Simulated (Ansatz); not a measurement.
Consider AlGaAs2 (zincblende [001] superlattice).

The cell holds 24 atoms: 6 Ga, 12 As and 6 Al. Its edges and angles: a = 4.012 Å, b = 4.012 Å, c = 33.928 Å, α = 90.0°, β = 90.0°, γ = 90.0°. It derives from GaAs. Regions: GaAs, 12 atoms (6 Ga and 6 As); AlAs, 12 atoms (6 Al and 6 As). The structure's axis is c.

```xyz
24
Lattice="4.0116 0.0000 0.0000 0.0000 4.0116 0.0000 0.0000 0.0000 33.9277" Properties=species:S:1:pos:R:3 pbc="T T T"
Ga    0.0000    0.0000    0.7184
As    2.0058    0.0000    2.1279
Ga    2.0058    2.0058    3.5368
As    0.0000    2.0058    4.9462
Ga    0.0000    0.0000    6.3558
As    2.0058    0.0000    7.7653
Ga    2.0058    2.0058    9.1749
As    0.0000    2.0058   10.5844
Ga    0.0000    0.0000   11.9938
As    2.0058    0.0000   13.4028
Ga    2.0058    2.0058   14.8123
As    0.0000    2.0058   16.2267
Al    0.0000    0.0000   17.6399
As    2.0058    0.0000   19.0575
Al    2.0058    2.0058   20.4754
As    0.0000    2.0058   21.8935
Al    0.0000    0.0000   23.3113
As    2.0058    0.0000   24.7292
Al    2.0058    2.0058   26.1471
As    0.0000    2.0058   27.5649
Al    0.0000    0.0000   28.9830
As    2.0058    0.0000   30.4009
Al    2.0058    2.0058   31.8185
As    0.0000    2.0058   33.2316
```

The structure was relaxed with PBEsol. The runs that relaxed it are not among those shown. PAW set soft_2, made with PBE.

Gaps computed with Ansatz 0.2.0 without a self-energy: PBEsol 0.94 eV and PBEsol+SOC 0.84 eV.

Question: Estimate the G0W0@PBEsol gap with 4×4×1 mesh, 1629 empty bands, screening to 120 eV, default PAW files.

About 1.66 eV: on its mesh the run moves the gap from 0.93 eV by +0.73 eV. A band edge moves to another state on the way. Spin-orbit coupling is not in that value; its −0.10 eV at the PBEsol level would bring it to about 1.56 eV. Bands and cutoff are finite, so the gap stands short of the basis limit, usually by up to a few tenths of an eV; the mesh is an error of its own. The 4×4×1 mesh is coarse for this cell (its supercell is 16 Å along the shortest edge). The RPA ε∞ on it, from the PBEsol start, is 13.75 and 18.91; such meshes misread the long-range screening, most where the gap is narrow. The many-body steps are scalar-relativistic: spin-orbit coupling is not in them.

[Long decimals in the printed logs are rounded to 6 places.]

[Logs are printed without paths, hosts, clocks, repeated set-up lines and the standing remarks that a program may print on its own settings, such as how far it seeks lower states.]

[Paths, hosts, dates, memory and timing lines, banners, echoed tables and standing remarks are left out of the program output; an Ansatz launch command may be rebuilt from the run's recorded settings. Measured values are a selection of at most five: reports struck by readers or far from the other reports are left out. None is set beside runs whose start may be inverted or whose files or cutoffs have a known fault.]

[Runs of the session that timed out or met a known fault of the program may be left out.]

[Cells called generated may have been cut or substituted from an entry of the Crystallography Open Database or the Materials Project.]

[Hosts, paths, dates, database ids (printed as entryN), source tags and the programs' standing remarks are cut or masked in the printed files.]

[Where the starting crystal was built by hand or by swapping elements, it need not be the compound's stable phase.]
